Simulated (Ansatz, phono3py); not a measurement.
# Scattering channels in NaCl (Fm-3m), one at a time, part 2 of 5

Wanted: the sensitivity of κ of NaCl to the choices of the transport step.

Experimental results on record:
- thermal conductivity 7.1 W/m/K near room temperature (given in “Combining the AFLOW GIBBS and Elastic Libraries to efficiently and robustly screen thermo-mechanical properties of solids”, 2017, arXiv:1611.05714)
- thermal conductivity 7.1 W/m/K near room temperature (given in “Predicting the lattice thermal conductivity of solids by solving the Boltzmann transport equation: AFLOW - AAPL an automated, accurate and efficient framework”, 2017, arXiv:1611.05481)

phono3py 4.10.0; DFT PBEsol, scalar-relativistic, plane waves, PAW; phono3py on Ansatz's force constants.

So far, κ at 300 K (W/m/K): step 2 (relaxation-time solution) 7.46; step 4 (isotopes none) 7.84; step 5 (q-mesh of the transport sums 5×5×5) 9.07.

The database entry behind the starting cell differs from later determinations by our own check (an axis about 0.4 % short against later determinations), so it need not match the best structure at ambient conditions.

## 6. Another q-mesh, third order supercell 3×3×3, supercell 6×6×6 (run 2)

The q-mesh of the transport sums changes, with the same scattering terms.

File phono3py.yaml:

```yaml
phono3py:
  version: "4.10.0"
  frequency_unit_conversion_factor: 15.633302
  symmetry_tolerance: 1.00000e-05

physical_unit:
  atomic_mass: "AMU"
  length: "angstrom"

space_group:
  type: "Fm-3m"
  number: 225
  Hall_symbol: "-F 4 2 3"

primitive_matrix:
- [  1.000000000000000,  0.000000000000000,  0.000000000000000 ]
- [  0.000000000000000,  1.000000000000000,  0.000000000000000 ]
- [  0.000000000000000,  0.000000000000000,  1.000000000000000 ]

supercell_matrix:
- [   3,   0,   0 ]
- [   0,   3,   0 ]
- [   0,   0,   3 ]

# [primitive_cell block left out]
unit_cell:
  lattice:
  - [     0.000000000000000,     2.800952438200000,     2.800952438200000 ] # a
  - [     2.800952438200000,     0.000000000000000,     2.800952438200000 ] # b
  - [     2.800952438200000,     2.800952438200000,     0.000000000000000 ] # c
  points:
  - symbol: Na # 1
    coordinates: [  0.000000000000000,  0.000000000000000,  0.000000000000000 ]
    mass: 22.989769
    reduced_to: 1
  - symbol: Cl # 2
    coordinates: [  0.500000000000000,  0.500000000000000,  0.500000000000000 ]
    mass: 35.450000
    reduced_to: 2

# [supercell block left out]
phonon_supercell_matrix:
- [   6,   0,   0 ]
- [   0,   6,   0 ]
- [   0,   0,   6 ]

# [phonon_primitive_cell block left out]
# [phonon_supercell block left out]
nac:
  born_effective_charge:
  - # 1 (Na)
    - [  1.091798810999671,  0.000000000000000,  0.000000000000000 ]
    - [  0.000000000000000,  1.091798810999671,  0.000000000000000 ]
    - [  0.000000000000000,  0.000000000000000,  1.091798810999671 ]
  - # 2 (Cl)
    - [ -1.091798810999671,  0.000000000000000,  0.000000000000000 ]
    - [  0.000000000000000, -1.091798810999671,  0.000000000000000 ]
    - [  0.000000000000000,  0.000000000000000, -1.091798810999671 ]
  dielectric_constant:
    - [  2.565012258734271,  0.000000000000000,  0.000000000000000 ]
    - [  0.000000000000000,  2.565012258734271,  0.000000000000000 ]
    - [  0.000000000000000,  0.000000000000000,  2.565012258734271 ]
  unit_conversion_factor: 14.399645
```

On the command line:

```sh
$ phono3py phono3py.yaml --mesh 7 7 7 --br --isotope --ts 100 300 600
```

The log of the run:

```text
[banner, memory and clock lines left out]
Rust backend (phonors) using rayon (4 threads).
Running in phono3py.load mode.
Spglib version 2.8.0
----------------------------- General settings -----------------------------
Run mode: conductivity-RTA
HDF5 data compression filter: gzip
Crystal structure was read from "phono3py.yaml".
Supercell (dim): [3 3 3]
Phonon supercell (dim-fc2): [6 6 6]
Primitive matrix:
  [1. 0. 0.]
  [0. 1. 0.]
  [0. 0. 1.]
Spacegroup: Fm-3m (225)
Use -v option to watch primitive cell, unit cell, and supercell structures.
[...]
5.341   (   1.701    0.688    0.000)    1.835
   5.422   (   1.133   -2.662    0.000)    2.893
=================== End of collection of collisions ===================
----------- Thermal conductivity (W/m-k) with tetrahedron method -----------
#  T(K)        xx         yy         zz         yz         xz         xy
  100.0      21.836     21.836     21.836     -0.000      0.000      0.000
  300.0       7.968      7.968      7.968     -0.000      0.000      0.000
  600.0       4.117      4.117      4.117     -0.000      0.000      0.000

Thermal conductivity related properties were written into
"kappa-m777.hdf5".
Summary of calculation was written in "phono3py.yaml".
```

The job ended after 3.7 s (4 threads of Arm Neoverse V1, shared host; peak memory 0.25 GiB).

κ at 300 K goes from 7.46 in the base run to 7.97 W/(m K).

## 7. Another q-mesh, third order supercell 3×3×3, supercell 6×6×6 (run 3)

The q-mesh of the transport sums changes, with the same scattering terms.

phono3py.yaml is that of step 6.

On the command line:

```sh
$ phono3py phono3py.yaml --mesh 9 9 9 --br --isotope --ts 100 300 600
```

The log of the run:

```text
[banner, memory and clock lines left out]
Rust backend (phonors) using rayon (4 threads).
Running in phono3py.load mode.
Spglib version 2.8.0
----------------------------- General settings -----------------------------
Run mode: conductivity-RTA
HDF5 data compression filter: gzip
Crystal structure was read from "phono3py.yaml".
Supercell (dim): [3 3 3]
Phonon supercell (dim-fc2): [6 6 6]
Primitive matrix:
  [1. 0. 0.]
  [0. 1. 0.]
  [0. 0. 1.]
Spacegroup: Fm-3m (225)
Use -v option to watch primitive cell, unit cell, and supercell structures.
[...]
5.365   (   0.000    2.790    0.867)    2.922
   5.386   (  -0.000   -1.682    4.146)    4.475
=================== End of collection of collisions ===================
----------- Thermal conductivity (W/m-k) with tetrahedron method -----------
#  T(K)        xx         yy         zz         yz         xz         xy
  100.0      22.458     22.458     22.458     -0.000      0.000      0.000
  300.0       8.027      8.027      8.027     -0.000      0.000      0.000
  600.0       4.115      4.115      4.115     -0.000      0.000      0.000

Thermal conductivity related properties were written into
"kappa-m999.hdf5".
Summary of calculation was written in "phono3py.yaml".
```

Wall time 4.2 s (4 threads); peak memory 0.25 GiB.

κ at 300 K goes from 7.46 in the base run to 8.03 W/(m K).

## 8. Another q-mesh, third order supercell 3×3×3, supercell 6×6×6 (run 4)

The q-mesh of the transport sums changes, with the same scattering terms.

phono3py.yaml is that of step 7.

On the command line:

```sh
$ phono3py phono3py.yaml --mesh 13 13 13 --br --isotope --ts 100 300 600
```

The log of the run:

```text
[banner, memory and clock lines left out]
Rust backend (phonors) using rayon (4 threads).
Running in phono3py.load mode.
Spglib version 2.8.0
----------------------------- General settings -----------------------------
Run mode: conductivity-RTA
HDF5 data compression filter: gzip
Crystal structure was read from "phono3py.yaml".
Supercell (dim): [3 3 3]
Phonon supercell (dim-fc2): [6 6 6]
Primitive matrix:
  [1. 0. 0.]
  [0. 1. 0.]
  [0. 0. 1.]
Spacegroup: Fm-3m (225)
Use -v option to watch primitive cell, unit cell, and supercell structures.
[...]
5.378   (   0.000    2.813    0.624)    2.881
   5.402   (  -0.000   -2.232    2.795)    3.577
=================== End of collection of collisions ===================
----------- Thermal conductivity (W/m-k) with tetrahedron method -----------
#  T(K)        xx         yy         zz         yz         xz         xy
  100.0      21.131     21.131     21.131     -0.000      0.000      0.000
  300.0       7.511      7.511      7.511     -0.000      0.000      0.000
  600.0       3.841      3.841      3.841     -0.000      0.000      0.000

Thermal conductivity related properties were written into
"kappa-m131313.hdf5".
Summary of calculation was written in "phono3py.yaml".
```

It took 8.6 s on 4 threads; peak memory 0.25 GiB.

κ at 300 K goes from 7.46 in the base run to 7.51 W/(m K).

## 9. Another q-mesh, third order supercell 3×3×3, supercell 6×6×6 (run 5)

The q-mesh of the transport sums changes, with the same scattering terms.

phono3py.yaml is that of step 8.

On the command line:

```sh
$ phono3py phono3py.yaml --mesh 17 17 17 --br --isotope --ts 100 300 600
```

The log of the run:

```text
[banner, memory and clock lines left out]
Rust backend (phonors) using rayon (4 threads).
Running in phono3py.load mode.
Spglib version 2.8.0
----------------------------- General settings -----------------------------
Run mode: conductivity-RTA
HDF5 data compression filter: gzip
Crystal structure was read from "phono3py.yaml".
Supercell (dim): [3 3 3]
Phonon supercell (dim-fc2): [6 6 6]
Primitive matrix:
  [1. 0. 0.]
  [0. 1. 0.]
  [0. 0. 1.]
Spacegroup: Fm-3m (225)
Use -v option to watch primitive cell, unit cell, and supercell structures.
[...]
5.385   (   0.000    2.819    0.485)    2.860
   5.406   (  -0.000   -2.456    2.078)    3.217
=================== End of collection of collisions ===================
----------- Thermal conductivity (W/m-k) with tetrahedron method -----------
#  T(K)        xx         yy         zz         yz         xz         xy
  100.0      21.243     21.243     21.243     -0.000      0.000      0.000
  300.0       7.522      7.522      7.522     -0.000      0.000      0.000
  600.0       3.846      3.846      3.846     -0.000      0.000      0.000

Thermal conductivity related properties were written into
"kappa-m171717.hdf5".
Summary of calculation was written in "phono3py.yaml".
```

The job ended after 27 s (4 threads; peak memory 0.25 GiB; 92 s of CPU time).

W/m/K. Kappa, by row:

```
T (K)     xx     yy     zz  yz  xz  xy
  100  21.24  21.24  21.24   0   0   0
  300  7.522  7.522  7.522   0   0   0
  600  3.846  3.846  3.846   0   0   0
```

κ at 300 K goes from 7.46 in the base run to 7.52 W/(m K).

## 10. Another q-mesh, third order supercell 3×3×3, supercell 6×6×6 (run 6)

The q-mesh of the transport sums changes, with the same scattering terms.

phono3py.yaml is that of step 9.

On the command line:

```sh
$ phono3py phono3py.yaml --mesh 23 23 23 --br --isotope --ts 100 300 600
```

The log of the run:

```text
[banner, memory and clock lines left out]
Rust backend (phonors) using rayon (4 threads).
Running in phono3py.load mode.
Spglib version 2.8.0
----------------------------- General settings -----------------------------
Run mode: conductivity-RTA
HDF5 data compression filter: gzip
Crystal structure was read from "phono3py.yaml".
Supercell (dim): [3 3 3]
Phonon supercell (dim-fc2): [6 6 6]
Primitive matrix:
  [1. 0. 0.]
  [0. 1. 0.]
  [0. 0. 1.]
Spacegroup: Fm-3m (225)
Use -v option to watch primitive cell, unit cell, and supercell structures.
[...]
5.387   (   1.114    2.624   -0.000)    2.850
   5.411   (   0.368   -2.780    0.000)    2.805
=================== End of collection of collisions ===================
----------- Thermal conductivity (W/m-k) with tetrahedron method -----------
#  T(K)        xx         yy         zz         yz         xz         xy
  100.0      20.885     20.885     20.885     -0.000      0.000      0.000
  300.0       7.425      7.425      7.425     -0.000      0.000      0.000
  600.0       3.799      3.799      3.799     -0.000      0.000      0.000

Thermal conductivity related properties were written into
"kappa-m232323.hdf5".
Summary of calculation was written in "phono3py.yaml".
```

Run time: 2.3 min. Hardware: 4 threads; peak memory 0.25 GiB.

W/m/K. Kappa, by row:

```
T (K)     xx     yy     zz  yz  xz  xy
  100  20.88  20.88  20.88   0   0   0
  300  7.425  7.425  7.425   0   0   0
  600  3.799  3.799  3.799   0   0   0
```

κ at 300 K goes from 7.46 in the base run to 7.42 W/(m K).

## 11. Another q-mesh, third order supercell 3×3×3, supercell 6×6×6 (run 7)

The q-mesh of the transport sums changes, with the same scattering terms.

phono3py.yaml is that of step 10.

On the command line:

```sh
$ phono3py phono3py.yaml --mesh 29 29 29 --br --isotope --ts 100 300 600
```

The log of the run:

```text
[banner, memory and clock lines left out]
Rust backend (phonors) using rayon (4 threads).
Running in phono3py.load mode.
Spglib version 2.8.0
----------------------------- General settings -----------------------------
Run mode: conductivity-RTA
HDF5 data compression filter: gzip
Crystal structure was read from "phono3py.yaml".
Supercell (dim): [3 3 3]
Phonon supercell (dim-fc2): [6 6 6]
Primitive matrix:
  [1. 0. 0.]
  [0. 1. 0.]
  [0. 0. 1.]
Spacegroup: Fm-3m (225)
Use -v option to watch primitive cell, unit cell, and supercell structures.
[...]
5.392   (   0.000    2.819    0.289)    2.834
   5.407   (  -0.000   -2.677    1.157)    2.916
=================== End of collection of collisions ===================
----------- Thermal conductivity (W/m-k) with tetrahedron method -----------
#  T(K)        xx         yy         zz         yz         xz         xy
  100.0      20.711     20.711     20.711     -0.000      0.000      0.000
  300.0       7.350      7.350      7.350     -0.000      0.000      0.000
  600.0       3.759      3.759      3.759     -0.000      0.000      0.000

Thermal conductivity related properties were written into
"kappa-m292929.hdf5".
Summary of calculation was written in "phono3py.yaml".
```

Run time: 9 min. Hardware: 4 threads; peak memory 0.25 GiB.

W/m/K. Kappa, by row:

```
T (K)     xx     yy     zz  yz  xz  xy
  100  20.71  20.71  20.71   0   0   0
  300   7.35   7.35   7.35   0   0   0
  600  3.759  3.759  3.759   0   0   0
```

κ at 300 K goes from 7.46 in the base run to 7.35 W/(m K).

## 12. Mesh convergence

This step: DFT PBEsol, scalar-relativistic, plane waves, PAW (phono3py 4.10.0).

Series, by row:

```
mesh points along each axis  kappa at 100 K (W/m/K)  kappa at 300 K (W/m/K)  kappa at 600 K (W/m/K)  seconds
                          5                   23.72                   9.067                   4.721     3.56
                          7                   21.84                   7.968                   4.117     3.71
                          9                   22.46                   8.027                   4.115     4.18
                         13                   21.13                   7.511                   3.841     8.59
                         17                   21.24                   7.522                   3.846    26.69
                         23                   20.88                   7.425                   3.799    138.4
                         29                   20.71                    7.35                   3.759    537.4
```

## 13. Boundary scattering, third order supercell 3×3×3, supercell 6×6×6

A boundary term v/L is added to each rate, a simple model of grains or a thin sample.

This step: DFT PBEsol, scalar-relativistic, plane waves, PAW; phono3py on Ansatz's force constants (phono3py 4.10.0).

phono3py.yaml is that of step 11.

On the command line:

```sh
$ phono3py phono3py.yaml --mesh 19 19 19 --br --isotope --boundary-mfp 1 --ts 100 150 200 300 400 500 600 800
```

The log of the run:

```text
[banner, memory and clock lines left out]
Rust backend (phonors) using rayon (4 threads).
Running in phono3py.load mode.
Spglib version 2.8.0
----------------------------- General settings -----------------------------
Run mode: conductivity-RTA
HDF5 data compression filter: gzip
Crystal structure was read from "phono3py.yaml".
Supercell (dim): [3 3 3]
Phonon supercell (dim-fc2): [6 6 6]
Primitive matrix:
  [1. 0. 0.]
  [0. 1. 0.]
  [0. 0. 1.]
Spacegroup: Fm-3m (225)
Use -v option to watch primitive cell, unit cell, and supercell structures.
NAC parameters were read from "phono3py.yaml".
fc3 was read from "fc3.hdf5".
fc2 was read from "fc2.hdf5".
----------------------------- Force constants ------------------------------
Max drift of fc3: 0.00000000 (xxx) 0.00000000 (xxx) 0.00000000 (xxx)
Max drift of fc2: -0.00000000 (zz) -0.00000000 (zz)
--------------------------- Calculation settings ---------------------------
Non-analytical term correction (NAC): True
NAC unit conversion factor:  14.39964
BZ integration: Tetrahedron-method
Temperature:  100.0  150.0  200.0  300.0  400.0 ... 800.0
Cutoff frequency: 0.01
Mesh sampling: [ 19 19 19 ]
Generating grid system ... [ 19 19 19 ]
fc3-r2q-transformation over three atoms: True
--------------------------- Phonon calculations ----------------------------
  PRB 50, 13035(R) (1994), PRB 55, 10355 (1997)
  G-cutoff distance: 1.18, Number of G-points: 307, Lambda: 0.20
Running harmonic phonon calculations...
-------------------- Lattice thermal conductivity (RTA) --------------------
Running heat capacity calculations...
Running velocity calculations...
Running isotope scattering calculations with tetrahedron method...
======================= Grid point 0 (1/220) =======================
q-point: ( 0.00  0.00  0.00)
Boundary mean free path (micrometer): 1.00000
Mass variance parameters: 0.00e+00 5.83e-04
Number of triplets: 220
Frequency     group velocity (x, y, z)     |gv|
   0.000   (   0.000    0.000    0.000)    0.000
   0.000   (   0.000    0.000    0.000)    0.000
   0.000   (   0.000    0.000    0.000)    0.000
   4.988   (   0.000    0.000    0.000)    0.000
   4.988   (   0.000    0.000    0.000)    0.000
   4.988   (   0.000    0.000    0.000)    0.000
======================= Grid point 1 (2/220) =======================
q-point: ( 0.05  0.00  0.00)
Boundary mean free path (micrometer): 1.00000
Mass variance parameters: 0.00e+00 5.83e-04
Number of triplets: 670
Frequency     group velocity (x, y, z)     |gv|
   0.470   ( -16.592   16.592   16.592)   28.738
   0.470   ( -16.592   16.592   16.592)   28.738
   0.709   ( -25.041   25.041   25.041)   43.372
   4.975   (   0.903   -0.903   -0.903)    1.564
   4.975   (   0.903   -0.903   -0.903)    1.564
   7.626   (   1.180   -1.180   -1.180)    2.044
[217 grid points left out]
======================= Grid point 1647 (220/220) =======================
q-point: (-0.26  0.47  0.21)
Boundary mean free path (micrometer): 1.00000
Mass variance parameters: 0.00e+00 5.83e-04
Number of triplets: 1810
Frequency     group velocity (x, y, z)     |gv|
   3.372   (  -0.474   14.317   -0.000)   14.325
   3.490   (   1.483  -12.997    0.000)   13.082
   4.043   (  -3.407    6.492   -0.000)    7.332
   4.685   (  -0.875   -4.151    0.000)    4.242
   5.383   (   1.290    2.529   -0.000)    2.839
   5.413   (   0.445   -2.772    0.000)    2.808
=================== End of collection of collisions ===================
----------- Thermal conductivity (W/m-k) with tetrahedron method -----------
#  T(K)        xx         yy         zz         yz         xz         xy
  100.0      18.836     18.836     18.836     -0.000      0.000      0.000
  150.0      13.406     13.406     13.406     -0.000      0.000      0.000
  200.0      10.410     10.410     10.410     -0.000      0.000      0.000
  300.0       7.198      7.198      7.198     -0.000      0.000      0.000
  400.0       5.504      5.504      5.504     -0.000      0.000      0.000
  500.0       4.456      4.456      4.456     -0.000      0.000      0.000
  600.0       3.743      3.743      3.743     -0.000      0.000      0.000
  800.0       2.837      2.837      2.837     -0.000      0.000      0.000

Thermal conductivity related properties were written into
"kappa-m191919.hdf5".
Summary of calculation was written in "phono3py.yaml".
```

It took 51 s on 4 threads; peak memory 0.25 GiB.

Numbers from this step:

```
κ at 300 K            : 7.198 W/m/K
κ xx, yy, zz at 300 K : 7.198, 7.198, 7.198 W/m/K
```

W/m/K. Kappa, by row:

```
T (K)     xx     yy     zz  yz  xz  xy
  100  18.84  18.84  18.84   0   0   0
  150  13.41  13.41  13.41   0   0   0
  200  10.41  10.41  10.41   0   0   0
  300  7.198  7.198  7.198   0   0   0
  400  5.504  5.504  5.504   0   0   0
  500  4.456  4.456  4.456   0   0   0
  600  3.743  3.743  3.743   0   0   0
  800  2.837  2.837  2.837   0   0   0
```

κ at 300 K goes from 7.46 in the base run to 7.20 W/(m K).

## 14. Boundary scattering, third order supercell 3×3×3, supercell 6×6×6 (run 2)

A boundary term v/L is added to each rate, a simple model of grains or a thin sample.

phono3py.yaml is that of step 13.

On the command line:

```sh
$ phono3py phono3py.yaml --mesh 19 19 19 --br --isotope --boundary-mfp 10 --ts 100 150 200 300 400 500 600 800
```

The log of the run:

```text
[banner, memory and clock lines left out]
Rust backend (phonors) using rayon (4 threads).
Running in phono3py.load mode.
Spglib version 2.8.0
----------------------------- General settings -----------------------------
Run mode: conductivity-RTA
HDF5 data compression filter: gzip
Crystal structure was read from "phono3py.yaml".
Supercell (dim): [3 3 3]
Phonon supercell (dim-fc2): [6 6 6]
Primitive matrix:
  [1. 0. 0.]
  [0. 1. 0.]
  [0. 0. 1.]
Spacegroup: Fm-3m (225)
Use -v option to watch primitive cell, unit cell, and supercell structures.
[...]
----------- Thermal conductivity (W/m-k) with tetrahedron method -----------
#  T(K)        xx         yy         zz         yz         xz         xy
  100.0      20.652     20.652     20.652     -0.000      0.000      0.000
  150.0      14.222     14.222     14.222     -0.000      0.000      0.000
  200.0      10.886     10.886     10.886     -0.000      0.000      0.000
[...]
600.0       3.806      3.806      3.806     -0.000      0.000      0.000
  800.0       2.873      2.873      2.873     -0.000      0.000      0.000

Thermal conductivity related properties were written into
"kappa-m191919.hdf5".
Summary of calculation was written in "phono3py.yaml".
```

Run time: 51 s. Hardware: 4 threads; peak memory 0.25 GiB; 3.1 min of CPU time.

This step gave:

```
κ at 300 K            : 7.424 W/m/K
κ xx, yy, zz at 300 K : 7.424, 7.424, 7.424 W/m/K
```

κ at 300 K goes from 7.46 in the base run to 7.42 W/(m K).

(Part 2 of 5 ends here.)

[Logs are printed without paths, hosts, clocks, repeated set-up lines and the standing remarks that a program may print on its own settings, such as how far it seeks lower states.]

[Hosts, paths, dates, database ids (printed as entryN), source tags and the programs' standing remarks are cut or masked in the printed files.]

[A step with changed settings may run another functional than the one named; its input shows which.]
